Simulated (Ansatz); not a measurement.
# LaVO4 (P2_1/c): the dielectric response by several routes

Wanted: ε∞ of LaVO4 (P2_1/c) from perturbation theory, a sum over states and the RPA step of G0W0, with cost.

Method: linear response on r2SCAN, plane waves, PAW, in Ansatz 0.2.0.

This is a report of a sequence of runs, with the program logs left out and the cost of each run kept.

## (1) The structure

The structure is monoclinic, space group P2_1/c (No. 14). Conventional cell: a = 6.725 Å, b = 7.283 Å, c = 8.399 Å, α = 90.00°, β = 125.80°, γ = 90.00°. Nearest to La lie 9 O at 2.49 to 2.89 Å. Nearest to V lie 4 O at 1.70 to 1.72 Å. Nearest to O lie 1 V at 1.72 Å and 2 La at 2.49 to 2.53 Å. Nearest to O lie 1 V at 1.70 Å and 2 La at 2.50 to 2.53 Å. Nearest to O lie 1 V at 1.70 Å and 2 La at 2.52 to 2.68 Å. Nearest to O lie 1 V at 1.72 Å and 3 La at 2.56 to 2.89 Å. Farther neighbours, and contacts between anions beyond the nearest, are not listed.

The cell and positions come from the Crystallography Open Database and are kept as given unless a step says otherwise. The default PAW set here is soft_2. Its files were made with PBE.

## (2) Response to a homogeneous field

ε∞ sets how strongly the crystal screens. Perturbation theory gives it with local fields and without a sum over empty bands.

This step: dielectric response by perturbation theory, r2SCAN, plane waves, PAW.

Contents of input.yaml:

```yaml
crystal:
  lattice:
    - [6.725, 0.0, 0.0]
    - [0.0, 7.2827, 0.0]
    - [-4.9123006198, 0.0, 6.8121466218]
  atoms:
    - { symbol: La, position: [0.827399, 0.157198, 0.723776] }
    - { symbol: La, position: [0.172601, 0.657198, 0.776224] }
    - { symbol: La, position: [0.172601, 0.842802, 0.276224] }
    - { symbol: La, position: [0.827399, 0.342802, 0.223776] }
    - { symbol: V, position: [0.31429, 0.16481, 0.69917] }
    - { symbol: V, position: [0.68571, 0.66481, 0.80083] }
    - { symbol: V, position: [0.68571, 0.83519, 0.30083] }
    - { symbol: V, position: [0.31429, 0.33519, 0.19917] }
    - { symbol: O, position: [0.8171, 0.4979, 0.7446] }
    - { symbol: O, position: [0.1829, 0.9979, 0.7554] }
    - { symbol: O, position: [0.1829, 0.5021, 0.2554] }
    - { symbol: O, position: [0.8171, 0.0021, 0.2446] }
    - { symbol: O, position: [0.6098, 0.2795, 0.3821] }
    - { symbol: O, position: [0.3902, 0.7795, 0.1179] }
    - { symbol: O, position: [0.3902, 0.7205, 0.6179] }
    - { symbol: O, position: [0.6098, 0.2205, 0.8821] }
    - { symbol: O, position: [0.6587, 0.895, 0.4829] }
    - { symbol: O, position: [0.3413, 0.395, 0.0171] }
    - { symbol: O, position: [0.3413, 0.105, 0.5171] }
    - { symbol: O, position: [0.6587, 0.605, 0.9829] }
    - { symbol: O, position: [0.8898, 0.8436, 0.8857] }
    - { symbol: O, position: [0.1102, 0.3436, 0.6143] }
    - { symbol: O, position: [0.1102, 0.1564, 0.1143] }
    - { symbol: O, position: [0.8898, 0.6564, 0.3857] }
kpoints:
  mp_grid: { grid: [4, 4, 4] }
hamiltonian:
  xc: r2scan
scf:
  occupations: { method: fixed }
dielectric: {}
```

Command:

```console
$ ansatz run input.yaml --threads 24 --pin off --max-ram 82944MiB --backend cuda --events-out ev --progress --plain --runs-dir out --devices 1 --max-vram 78GiB
```

The job ended after 33 s (1 × NVIDIA GB200 (shared by 2 runs) with 24 threads of Arm Neoverse V2, shared host; peak memory 8.6 GiB; 8.4 min of CPU time).

One over ε∞ averages 0.24, near the quarter of exact exchange in PBE0.

High-frequency dielectric tensor:

```
4.57 0.00 0.00
0.00 4.06 0.00
0.00 0.00 4.02
```

Born effective charge (e), principal values of the symmetric part by kind of site:

| atom | atoms with these values | low | middle | high | mean |
| --- | --- | --- | --- | --- | --- |
| La1 | 4 | 4.25 | 4.46 | 5.08 | 4.60 |
| V5 | 4 | 3.28 | 3.45 | 4.56 | 3.76 |
| O9 | 4 | -3.75 | -1.88 | -0.85 | -2.16 |
| O13 | 4 | -3.60 | -1.80 | -0.79 | -2.06 |
| O17 | 4 | -3.56 | -1.38 | -1.01 | -1.98 |
| O21 | 4 | -3.56 | -1.74 | -1.17 | -2.16 |

In full for O21:

```
-1.93 -1.09 -0.40
-1.02 -2.69 -0.38
-0.33 -0.24 -1.84
```

## (3) Independent-particle spectrum

The independent-particle spectrum shows where the oscillator strength lies, before excitons and local fields.

This step: independent-particle optics on r2SCAN, plane waves, PAW.

Edit input.yaml of step 2 so:

```diff
@@ -36,2 +36,4 @@
   occupations: { method: fixed }
-dielectric: {}
+  n_extra_bands: 228
+output:
+  optics: { e_range: [0, 25], de: 0.1, sigma: 0.2 }
```

Run time: 25 s. Hardware: 1 × NVIDIA GB200 (shared by 2 runs) with 24 threads; peak memory 13 GiB.

Numbers from this step:

| Quantity | Value |
| --- | --- |
| ε∞ without local fields (xx, yy, zz) | 5.165, 4.555, 4.631 |
| electrons in the f-sum (xx, yy, zz) | 136.3, 135.9, 135.4 |
| bands in the explicit sum (the static value is completed to all bands) | 324 |

The sum gives ε∞ = 5.16, 4.56 and 4.63 without local fields.

The ε₂ has structure finer than the step of the table below, so its rows give means over 1 eV. Peaks (eV: height): xx 4.4: 6.55, 6.7: 7.82, 8.6: 5.80, 21.5: 3.20; yy 4.7: 5.44, 7.7: 5.36, 21.4: 3.00, 23.1: 2.70; zz 4.8: 5.88, 6.9: 6.00, 21.9: 3.25.

Independent particles, no local fields, Gaussian width 0.2 eV. ε₂ against photon energy; means over each step:

```csv
photon energy (eV),xx,yy,zz
3,2.0e-5,0,0
4,2.36,0.893,0.735
5,4.05,4.30,4.68
6,6.76,4.25,4.53
7,7.22,4.96,5.69
8,5.11,5.17,4.97
9,5.10,4.30,3.95
10,3.12,3.31,3.40
11,2.15,2.59,2.71
12,1.53,1.90,1.83
13,0.906,1.12,1.00
14,0.477,0.754,0.661
15,0.545,0.744,0.683
16,0.689,0.717,0.741
17,0.944,1.12,1.02
18,1.09,1.15,1.22
19,1.25,1.41,1.36
20,1.48,1.30,1.11
21,3.02,2.39,2.10
22,2.47,2.31,3.04
23,1.83,2.51,2.30
24,1.35,1.26,1.35
```

The loss function has structure finer than the step of the table below, so its rows give means over 1 eV. Peaks (eV: height): xx 13.5: 1.73, 24.7: 1.12; yy 13.5: 1.11; zz 13.4: 1.26.

Independent particles, no local fields, Gaussian width 0.2 eV. The loss function by photon energy; means over each step:

```csv
photon energy (eV),xx,yy,zz
3,0,0,0
4,0.0209,0.0108,0.00872
5,0.0766,0.0885,0.0843
6,0.0781,0.106,0.101
7,0.129,0.129,0.132
8,0.187,0.168,0.189
9,0.192,0.233,0.247
10,0.301,0.300,0.292
11,0.419,0.388,0.368
12,0.612,0.524,0.532
13,1.12,0.897,1.01
14,1.16,0.865,0.902
15,0.458,0.556,0.500
16,0.332,0.349,0.348
17,0.303,0.306,0.297
18,0.338,0.360,0.351
19,0.299,0.341,0.366
20,0.233,0.324,0.327
21,0.266,0.259,0.217
22,0.413,0.420,0.308
23,0.542,0.381,0.427
24,0.658,0.638,0.632
```

## (4) RPA screening from the G0W0 run

G0W0 replaces the xc potential by the self-energy, built once from these orbitals. Only a window of levels is corrected, while the sums run over the empty bands that the input names.

This step: G0W0 on r2SCAN, plane waves, PAW.

Edit input.yaml of step 3 so:

```diff
@@ -31,3 +31,3 @@
 kpoints:
-  mp_grid: { grid: [4, 4, 4] }
+  mp_grid: { grid: [2, 2, 2] }
 hamiltonian:
@@ -36,4 +36,7 @@
   occupations: { method: fixed }
-  n_extra_bands: 228
-output:
-  optics: { e_range: [0, 25], de: 0.1, sigma: 0.2 }
+gw:
+  n_empty_bands: 995
+  ecut_chi: 120.0
+  qp_bands: [v4, c4]
+  qp_kpoints: band_edges
+  screening: { model: contour_deformation }
```

Run time: 22 s. Hardware: 1 × NVIDIA GB200 (shared by 2 runs) with 24 threads; peak memory 5.2 GiB; 75 s of CPU time.

This step gave:

| Item | Value |
| --- | --- |
| bands summed | 1091 |
| RPA ε∞ on this mesh (eigenvalues) | 3.791, 3.822, 4.307 |
| plane waves in the screening matrix | 987 |
| G0W0 gap on the mesh | 5.775 eV |
| k of the valence top | -0.5, 0, 0 |
| k of the conduction bottom | -0.5, -0.5, 0 |
| starting gap on the mesh | 3.930 eV |
| least direct G0W0 gap on the computed points | 5.873 eV |

The gap on the mesh goes from 3.93 eV to 5.78 eV, a correction of +1.84 eV. Between the two edge states, bare exchange in place of the xc potential would open the gap by 12.20 eV, and correlation takes back 10.36 eV.

Mean over the mesh in bins of 0.25 1/Å. The static inverse dielectric function, diagonal by length of q+G:

```
length of q+G (Å⁻¹)  static inverse dielectric function, diagonal
               0.49                                         0.291
               0.73                                         0.336
               1.00                                         0.391
               1.25                                         0.451
               1.50                                         0.514
               1.75                                         0.578
               2.00                                         0.635
               2.27                                         0.691
               2.50                                         0.730
               2.75                                         0.766
               3.00                                         0.797
               3.25                                         0.824
               3.50                                         0.847
               3.76                                         0.867
               4.01                                         0.884
               4.25                                         0.899
               4.50                                         0.913
               4.75                                         0.926
               5.00                                         0.937
               5.25                                         0.947
               5.49                                         0.955
```

## (5) The values together

Times are wall times on 1 × NVIDIA GB200 (shared by 2 runs) with 24 threads of Arm Neoverse V2, shared host, good to a factor of about two.

| method | mesh | ε∞, low | middle | high | mean | time |
| --- | --- | --- | --- | --- | --- | --- |
| perturbation theory (local fields and xc kernel) | 4×4×4 | 4.02 | 4.06 | 4.57 | 4.21 | 33 s |
| sum over states (no local fields) | 4×4×4 | 4.56 | 4.63 | 5.16 | 4.78 | 25 s |
| RPA with local fields, on the GW mesh | 2×2×2 | 3.79 | 3.82 | 4.31 | 3.97 | 22 s |

## (6) Results

| Item | Value |
| --- | --- |
| perturbation theory (local fields and xc kernel) | 4.02, 4.06, 4.57 |
| sum over states (no local fields) | 4.56, 4.63, 5.16 |
| RPA with local fields, on the GW mesh | 3.79, 3.82, 4.31 |

Mean Born effective charge: La1 4.60, V5 3.76, O9 -2.16, O13 -2.06, O17 -1.98, O21 -2.16 e. The most distinct maxima of the ε₂ (xx) lie at 4.4, 6.7, 8.6 and 21.5 eV, the highest at 6.7 eV. Distinct peaks of the loss function (xx) stand at 13.5 and 24.7 eV; the one at 13.5 eV is strongest. The sum without local fields gives 4.78 in the mean against 4.21 by perturbation theory; local fields lower ε∞ and the xc kernel gives part of it back, though the sum also carries the error of its own mesh. The RPA values on the 2×2×2 mesh average 0.94 times those of perturbation theory (means 3.97 and 4.21). Without the xc kernel RPA should lie a little lower, as the mean does. r2SCAN usually puts the gap too low, which tends to raise ε∞. Ions are clamped, so the lattice part of the static constant is not in these numbers.

[Long decimals in the printed logs are rounded to 6 places.]

[Logs are printed without paths, hosts, clocks, repeated set-up lines and the standing remarks that a program may print on its own settings, such as how far it seeks lower states.]

[Paths, hosts, dates, memory and timing lines, banners, echoed tables and standing remarks are left out of the program output; an Ansatz launch command may be rebuilt from the run's recorded settings. Measured values are a selection of at most five: reports struck by readers or far from the other reports are left out. None is set beside runs whose start may be inverted or whose files or cutoffs have a known fault.]

[Runs of the session that timed out or met a known fault of the program may be left out.]

[Cells called generated may have been cut or substituted from an entry of the Crystallography Open Database or the Materials Project.]

[Hosts, paths, dates, database ids (printed as entryN), source tags and the programs' standing remarks are cut or masked in the printed files.]

[Where the starting crystal was built by hand or by swapping elements, it need not be the compound's stable phase.]
